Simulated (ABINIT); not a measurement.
Records of electronic-structure calculations.

## Beyond one shot: TiO2 (Anatase)

Symmetry: I4_1/amd, No. 141, tetragonal system. Conventional cell: a = 3.784 Å, b = 3.784 Å, c = 9.515 Å, α = 90.00°, β = 90.00°, γ = 90.00°. Nearest to Ti lie 6 O at 1.93 to 1.98 Å. Nearest to O lie 3 Ti at 1.93 to 1.98 Å. Farther neighbours, and contacts between anions beyond the nearest, are not listed.

```xyz
6
Lattice="-1.8921 1.8921 4.7573 1.8921 -1.8921 4.7573 1.8921 1.8921 -4.7573" Properties=species:S:1:pos:R:3 pbc="T T T"
Ti    0.0000    0.0000    0.0000
Ti    0.0000    1.8921    2.3786
O     0.0000    0.0000    1.9800
O     0.0000    1.8921    4.3586
O     0.0000    1.8921    0.3987
O     0.0000    0.0000    7.5346
```

```yaml
method: RPA screening on PBE, plane waves, norm-conserving pseudopotentials (and 3 further levels or steps)
program: ABINIT 10.8.3
settings: cutoff 38 Ha, PseudoDojo scalar-relativistic 0.4.1 standard, norm-conserving, potential set dojo-sr-pbe-0.4.1-standard, ngkpt (4, 4, 4), nband 106, ecuteps 4.8 Ha, inclvkb 2, shiftk (0, 0, 0), symchi 1, awtr 1, frequency ppm, 4×4×4 k-mesh
cost: 5 runs, 80 min in all on 8 MPI ranks of Arm Neoverse N1, shared host
notes: The program’s warnings: nkpt*nsppol () is not a multiple of nproc spkpt (). The cell and positions come from the Crystallography Open Database and are kept as given unless a step says otherwise. The first cycle of evGW0 takes the full correction, without the factor Z, so it overshoots the one-shot value.
g0w0: 3.711 eV
evgw0_cycle_1: 4.116 eV
evgw0_cycle_2: 4.057 eV
known_limits: short of the basis limit
```

Only the bands that the input lists are updated; the higher empty ones keep the functional's energies. evGW0 ends at 4.06 eV, +0.35 eV from G0W0, after 2 cycles that took 53 min beside the first screening; the last moved the gap by 0.059 eV, so the loop had not settled.

[Long decimals in the printed logs are rounded to 6 places.]

[Logs are printed without paths, hosts, clocks, repeated set-up lines and the standing remarks that a program may print on its own settings, such as how far it seeks lower states.]

[Paths, hosts, dates, memory and timing lines, banners, echoed tables and standing remarks are left out of the program output; an Ansatz launch command may be rebuilt from the run's recorded settings. Measured values are a selection of at most five: reports struck by readers or far from the other reports are left out. None is set beside runs whose start may be inverted or whose files or cutoffs have a known fault.]

[Runs of the session that timed out or met a known fault of the program may be left out.]

[Hosts, paths, dates, database ids (printed as entryN), source tags and the programs' standing remarks are cut or masked in the printed files.]

[G0W0 gaps are taken among the corrected bands and points alone; a level outside them can change the order at an edge.]

[Where Ansatz stands beside ABINIT at settings called matched, ABINIT's density can come from a denser mesh and the files from another edition; pairs whose starting gaps differed by over 0.03 eV were left out, so agreement reads better than it is.]
